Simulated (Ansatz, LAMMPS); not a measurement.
# Structural relaxation of glassy 67P2O5-33BaO (mol %) (128 atoms), part 3 of 3

How does glassy 67P2O5-33BaO (mol %) (128 atoms) relax, and what do bonds and levels look like afterwards?

Ansatz 0.2.0; Kohn-Sham DFT, RPBE, PAW (set soft_2), plane waves.

The cell: 32 P, 8 Ba and 88 O. The quench rate of 200 K/ps is many orders above laboratory rates. The starting topology of bonds comes from the classical model. The Brillouin zone is sampled at Γ only, in a cell whose shortest periodic width is 12 Å. The levels lack spin–orbit coupling.

So far, density (g/cm³): step 5 (distances and neighbours after relaxation) 3.02.

## 6. Single point at the relaxed geometry

The electronic structure is read at the final geometry, in a run of its own.

Input file input.yaml:

```yaml
crystal:
  lattice:
    - [12.43542, 0.0, 0.0]
    - [0.0, 12.43542, 0.0]
    - [0.0, 0.0, 12.43542]
  atoms:
    - { symbol: P, position: [0.63888, 0.34053, 0.6021] }
    - { symbol: P, position: [0.69986, 0.61586, 0.77266] }
    - { symbol: P, position: [0.19316, 0.7249, 0.9986] }
    - { symbol: P, position: [0.81484, 0.19678, 0.51709] }
    - { symbol: P, position: [0.66279, 0.7835, 0.47609] }
    - { symbol: P, position: [0.4433, 0.862, 0.69767] }
    - { symbol: P, position: [0.55398, 0.18335, 0.11265] }
    - { symbol: P, position: [0.27654, 0.33273, 0.39706] }
    - { symbol: P, position: [0.2687, 0.93206, 0.54577] }
    - { symbol: P, position: [0.06835, 0.82324, 0.6128] }
    - { symbol: P, position: [0.03661, 0.46169, 0.74214] }
    - { symbol: P, position: [0.93079, 0.38211, 0.94274] }
    - { symbol: P, position: [0.14026, 0.48368, 0.04759] }
    - { symbol: P, position: [0.447, 0.20713, 0.53018] }
    - { symbol: P, position: [0.36091, 0.89482, 0.31901] }
    - { symbol: P, position: [0.9529, 0.14223, 0.88435] }
    - { symbol: P, position: [0.39783, 0.69851, 0.86441] }
    - { symbol: P, position: [0.21633, 0.91741, 0.12812] }
    - { symbol: P, position: [0.05868, 0.76528, 0.38861] }
    - { symbol: P, position: [0.33847, 0.54858, 0.49129] }
    - { symbol: P, position: [0.31224, 0.21755, 0.19193] }
    - { symbol: P, position: [0.81594, 0.92574, 0.17821] }
    - { symbol: P, position: [0.26446, 0.29795, 0.96167] }
    - { symbol: P, position: [0.84455, 0.64792, 0.39218] }
    - { symbol: P, position: [0.99897, 0.04075, 0.09321] }
    - { symbol: P, position: [0.39185, 0.65528, 0.27144] }
    - { symbol: P, position: [0.57012, 0.57206, 0.57876] }
    - { symbol: P, position: [0.08552, 0.40878, 0.28283] }
    - { symbol: P, position: [0.01161, 0.77035, 0.83821] }
    - { symbol: P, position: [0.88125, 0.61955, 0.62705] }
    - { symbol: P, position: [0.62153, 0.96901, 0.03941] }
    - { symbol: P, position: [0.54532, 0.49234, 0.19595] }
    [... 90 atom lines left out ...]
    - { symbol: O, position: [0.86992, 0.58202, 0.50373] }
    - { symbol: O, position: [0.60617, 0.33317, 0.71775] }
    - { symbol: O, position: [0.58637, 0.60132, 0.6997] }
    - { symbol: O, position: [0.43267, 0.20826, 0.15757] }
    - { symbol: O, position: [0.83667, 0.11439, 0.89015] }
    - { symbol: O, position: [0.50943, 0.61899, 0.24523] }
kpoints:
  mp_grid: { grid: [1, 1, 1] }
hamiltonian:
  xc: rpbe
scf:
  occupations: { method: fixed }
output:
  forces: true
  stress: true
  populations: true
  dos:
    method: { smearing: { sigma: 0.1 } }
    de: 0.1
    projected: { site_lists: { Ba: [Ba], O: [O], P: [P] } }
  eigenvalues: true
  write_density: true
  write_potential: true
  volumetric_format: npy
  elf: true
```

Run with:

```console
$ ansatz run input.yaml --threads 4 --pin off --max-ram 8192MiB --backend cpu --events-out ev --progress --plain --runs-dir out
```

Numbers of over 12 decimals in the logs are rounded to 6 here.

Output:

```text
[...]
Crystal: 128 atoms, lattice volume = 1923.009 Å³
Basis set: ecut = 420 eV, 37529 PW (Γ), exchange–correlation on 180×180×180 points (8 copies of the dense FFT grid, shifted against one another)
Bands: 512, of which v1, the nominal top of the filled ones, is band 384 counted from 1 (383 counted from 0)
Symmetry: 1 space group operations
[...]
k-points: 1
[...]
SCF iter   1: F=—  HF=-122111.514860 eV  |F-HF|=—  |Δ(HF+E_count)|=         —  Δρ=4.44e-3  dr2=3.93e-1  ethr=1.77e-3  ⟨swp⟩=7.0  Hψ=2191  notcnv=0  defer=126
[...]
SCF iter  10: F=-122111.508702 eV  HF=-122111.508703 eV  |F-HF|=9.27e-9  |Δ(HF+E_count)|=   6.08e-9  Δρ=1.29e-6  dr2=2.85e-8  ethr=1.30e-11  ⟨swp⟩=33.0  Hψ=6965  notcnv=0
SCF 1 converged in 10 iterations: F = -122111.508702 eV  dr2 = 2.85e-8
[...]
WARN: The input density's exchange-correlation potential varies sharply where the density is thin. Do not read a vacuum level from v_tot or v_xc, or from such a field of the output density. On a cell that repeats whose density bears no net charge and no dipole along the vacuum's axis use v_es (v_loc + v_h of the components); [...]
SCF converged after 10 iterations
Free energy (F): -122111.508702 eV
[...]
Internal energy: -122111.508702 eV  (E = F + TS)
E sigma→0 (E₀):  -122111.508702 eV
Fermi energy:    3.668916 eV
[...]
--- Forces (eV/Å), atoms counted from 1 ---
  atom   1  P      0.00231149    -0.00573848    -0.01192589
  atom   2  P     -0.00442114     0.03519057    -0.00748959
  atom   3  P     -0.02406996     0.00164352     0.00358310
  atom   4  P      0.00587801     0.01676156    -0.00159720
  atom   5  P     -0.00394754    -0.01068895    -0.00474994
  atom   6  P      0.00293101    -0.00179578    -0.00138339
  atom   7  P     -0.02099376    -0.00566656     0.00744627
  atom   8  P      0.01009577    -0.00664356     0.00392663
  atom   9  P      0.00992054    -0.00410586    -0.00803859
  atom  10  P      0.00202029    -0.01316159    -0.00120753
  atom  11  P      0.00148969     0.00325157    -0.00216457
  atom  12  P      0.00589155     0.02626496    -0.00931919
  atom  13  P     -0.02255303     0.00802559     0.01506417
  atom  14  P     -0.01830360    -0.00877369     0.01238448
[...]
atom 127  O     -0.00590580    -0.00088959     0.00029056
  atom 128  O      0.01632117    -0.01186302    -0.00931947
  max |Σ_I F_I| component: 6.42e-5 eV/Å
--- Stress (GPa, compression-positive) ---
        3.085116       0.440689       0.265472
        0.440690       2.158282       0.714396
        0.265473       0.714397       1.175066
  P = ⅓ Tr σ = 2.1395 GPa (21.395 kbar)
--- Band table (eV) ---
[...]
--- Löwdin populations: 128 sites ---
  site symbol       q [e]
     0      P      2.8232
     1      P      2.8767
     2      P      2.7193
[...]
127      O      6.7350
  spilling = 0.017564 (of n_electrons = 768.000000)
```

The job ended after 73 s (4 threads of Arm Neoverse V1, shared host; peak memory 2.9 GiB; 4.7 min of CPU time).

The program notes that the exchange-correlation potential is rough where the density is thin.

The run gave:

```
free energy                                      : -122111.5087 eV
free energy per atom                             : -953.9962 eV/atom
SCF cycles                                       : 10
pressure                                         : 2.139 GPa
r.m.s. force component                           : 0.00916 eV/Å
longest force                                    : 0.04878 eV/Å
Fermi energy                                     : 3.669 eV
gap (highest filled to lowest empty level) : 3.707 eV
spilling of the projection                       : 0.01756
```

States in the cell by windows of 1 eV, zero at the Fermi level; the larger projections on atomic orbitals stand beside the total:

| from (eV) | to (eV) | total | O p | P p | O s |
| --- | --- | --- | --- | --- | --- |
| -10 | -9 | 18.7 | 11.8 | 3.9 | 1.0 |
| -9 | -8 | 19.3 | 12.9 | 4.5 | 0.7 |
| -8 | -7 | 5.5 | 3.8 | 1.2 | 0.3 |
| -7 | -6 | 28.2 | 19.8 | 2.9 | 3.7 |
| -6 | -5 | 62.4 | 46.4 | 5.6 | 7.0 |
| -5 | -4 | 73.2 | 59.8 | 5.5 | 5.1 |
| -4 | -3 | 70.7 | 62.5 | 2.9 | 2.8 |
| -3 | -2 | 73.1 | 66.3 | 3.1 | 1.1 |
| -2 | -1 | 91.3 | 85.1 | 2.8 | 0.6 |
| -1 | 0 | 45.7 | 43.9 | 0.5 | 0.1 |
| 0 | 1 | 1.5 | 1.4 | 0.0 | 0.0 |
| 1 | 3 | 0.0 | 0.0 | 0.0 | 0.0 |
| 3 | 4 | 2.0 | 0.2 | 0.2 | 0.4 |
| 4 | 5 | 7.6 | 1.1 | 1.1 | 1.2 |

With fixed occupations the program's Fermi level is the highest filled level; weight inside the gap is the broadening of levels at its edges.

Between -26 and -10 eV lie 277 more states.

The levels nearest the highest filled one (over half full), pooled over k-points and spins:

| level less the highest filled one (eV) | occupation |
| --- | --- |
| -0.443 | 2 |
| -0.418 | 2 |
| -0.391 | 2 |
| -0.211 | 2 |
| -0.175 | 2 |
| 0 | 2 |
| 3.71 | 0 |
| 4.37 | 0 |
| 4.62 | 0 |
| 4.82 | 0 |
| 4.91 | 0 |
| 5.07 | 0 |

ELF in the ab plane at fractional z = 0.386, with atoms of P and Ba and O within 0.2 Å of it. It is the smooth field of the valence electrons, not physical close to the nuclei.

Ten even steps from '0' (0.00) to '9' (0.88), each cell a mean:
```
23220000001122455201678873003431001
99985100025664333100122110001210037
86796100148996310027887520000000159
88884100147764100169868840122100037
65444321012211110059868732588500013
40028876200000110026777425899611455
84378898500122100000122114788536888
73478998302688751000000001355128988
41136764004886884000010001353004777
00001110004787883000000004687533221
10000000001356531000000014776531000
53002576200111000000100002443200025
63115999611466410013432000000000257
43137988723788730025543100000000255
21125788844665310012321000000000022
00101124300221000000000000000000000
00000246511456663000000002344310000
00001467743578997200000037999851000
23210255421489996100000059977972001
99984001000268751000011127989851027
84599400000011100001688741467520169
61289500000000000016997896101000289
98898200000000110017940399300000169
56542000000012453116975798201220013
```
Columns run along a (12.4 Å), rows up along b (12.4 Å). Atoms in or near the plane, at fractional coordinates: P at (0.28, 0.33), P at (0.06, 0.77), P at (0.84, 0.65), Ba at (0.04, 0.11), Ba at (0.64, 0.05), O at (0.79, 0.21), O at (0.60, 0.83), O at (0.38, 0.63), O at (0.04, 0.88).

Valence density in the ab plane at fractional z = 0.386, with atoms of P and Ba and O within 0.2 Å of it. It is the smooth field of the valence electrons, not physical close to the nuclei.

Values in e/Å³, 13 rows by 16 columns, each cell a mean:
```
0.7 0.4 0.0 0.0 0.1 0.3 0.3 0.2 0.1 0.3 0.5 0.2 0.0 0.1 0.0 0.1
4.2 1.9 0.1 0.0 0.5 1.3 0.4 0.1 0.3 2.2 1.0 0.1 0.0 0.0 0.0 0.4
0.9 0.7 0.4 0.1 0.1 0.2 0.1 0.1 0.4 3.4 1.7 0.3 0.7 0.3 0.1 0.3
0.7 0.9 2.2 0.6 0.0 0.1 0.2 0.1 0.0 0.1 0.2 0.3 1.3 0.7 0.8 1.8
0.2 0.2 0.6 0.2 0.1 2.1 3.3 0.3 0.0 0.0 0.0 0.1 0.5 0.4 0.8 1.0
0.0 0.0 0.0 0.0 0.1 0.9 1.3 0.1 0.0 0.0 0.0 0.1 0.6 0.5 0.2 0.1
0.1 0.1 0.7 0.8 0.1 0.2 0.2 0.0 0.0 0.1 0.0 0.0 0.1 0.1 0.0 0.1
0.1 0.2 2.1 2.5 0.5 0.7 0.3 0.0 0.0 0.1 0.0 0.0 0.0 0.0 0.0 0.1
0.0 0.1 0.2 0.6 0.3 0.5 0.2 0.0 0.0 0.0 0.0 0.0 0.1 0.0 0.0 0.0
0.0 0.1 0.2 0.5 0.4 0.9 1.9 0.3 0.0 0.0 0.0 0.3 2.1 0.9 0.1 0.0
0.7 0.6 0.1 0.1 0.1 0.2 0.6 0.1 0.0 0.0 0.1 0.4 3.3 1.3 0.1 0.2
1.0 1.1 0.3 0.0 0.0 0.0 0.0 0.0 0.1 0.7 1.0 0.5 0.1 0.1 0.0 0.6
0.7 0.6 0.1 0.0 0.0 0.0 0.1 0.1 0.2 1.1 1.0 0.8 0.1 0.0 0.0 0.2
```
Columns run along a (12.4 Å), rows up along b (12.4 Å). Atoms in or near the plane, at fractional coordinates: P at (0.28, 0.33), P at (0.06, 0.77), P at (0.84, 0.65), Ba at (0.04, 0.11), Ba at (0.64, 0.05), O at (0.79, 0.21), O at (0.60, 0.83), O at (0.38, 0.63), O at (0.04, 0.88).

A closer look about Ba38, picked at random: 10 atoms, nearest first, numbered in the order of the input, with positions taken from that point.

| atom | x | y | z | distance (Å) | bonds |
| --- | --- | --- | --- | --- | --- |
| Ba38 | 0.00 | 0.00 | 0.00 | 0.00 | 6 |
| O96 | 1.12 | 1.41 | 1.79 | 2.54 | 2 |
| O47 | -0.85 | -2.16 | 1.11 | 2.57 | 4 |
| O105 | -1.56 | 2.06 | 0.48 | 2.63 | 2 |
| O65 | -0.19 | -1.95 | -2.05 | 2.83 | 3 |
| O113 | -2.50 | -0.01 | -1.36 | 2.85 | 3 |
| O98 | 0.12 | 0.47 | -2.85 | 2.90 | 3 |
| P2 | -0.09 | -0.97 | -3.18 | 3.32 | 4 |
| P31 | -1.06 | 3.42 | 0.14 | 3.59 | 4 |
| O51 | 3.10 | -0.27 | -1.89 | 3.64 | 1 |

The column of bonds counts only the pairs O-P within 2.11 Å, O-Ba within 3.29 Å; other neighbours, such as metal atoms beside each other in a compound, aren't counted, and periodic images can show an atom twice.

## 7. What came out

```
energy change in the relaxation                  : -171.8 meV/atom
r.m.s. displacement                              : 0.904 Å
largest displacement                             : 2.095 Å
free energy per atom                             : -953.9962 eV/atom
pressure                                         : 2.139 GPa
r.m.s. force component                           : 0.00916 eV/Å
gap (highest filled to lowest empty level) : 3.707 eV
wall time of the 3 DFT runs                      : 37 min
```

Relaxation lowers the energy by 172 meV/atom and moves atoms by 0.90 Å r.m.s.; the r.m.s. force component goes from 1.4 to 0.0092 eV/Å, the pressure goes from 4.4 to 2.1 GPa, and the gap from 1.36 to 3.71 eV. By the final cutoffs 17 of 178 bonded pairs parted and 23 joined. From the first step to the last the energy fell by 21.995 eV, and the largest move was 2.09 Å (O104). The O-Ba bonds change most in mean length: from 2.882 Å (spread 0.161) to 2.819 Å (spread 0.163), and their number from 44 to 55. With the cutoffs above, 38 % of Ba atoms have 6 and as many 7, 76 % of O atoms have 2 and 97 % of P atoms have 4 bonded neighbours. 47 % of the oxygens bridge two formers (P) and 53 % are non-bridging. Between filled and empty levels lie 3.71 eV (at Γ alone); a semilocal functional tends to put such gaps too low. In a disordered cell it changes from sample to sample, and tail or defect levels can set it.

Caveats: The network of bonds at the start is that of the classical potential that made the cell; in DFT 17 of its 178 bonded pairs passed out of the cutoffs and 23 came within them. The pressure of 2.1 GPa means that a free cell would grow at this level.

[Logs are printed without paths, hosts, clocks, repeated set-up lines and the standing remarks that a program may print on its own settings, such as how far it seeks lower states.]

[Hosts, paths, dates, database ids (printed as entryN), source tags and the programs' standing remarks are cut or masked in the printed files.]
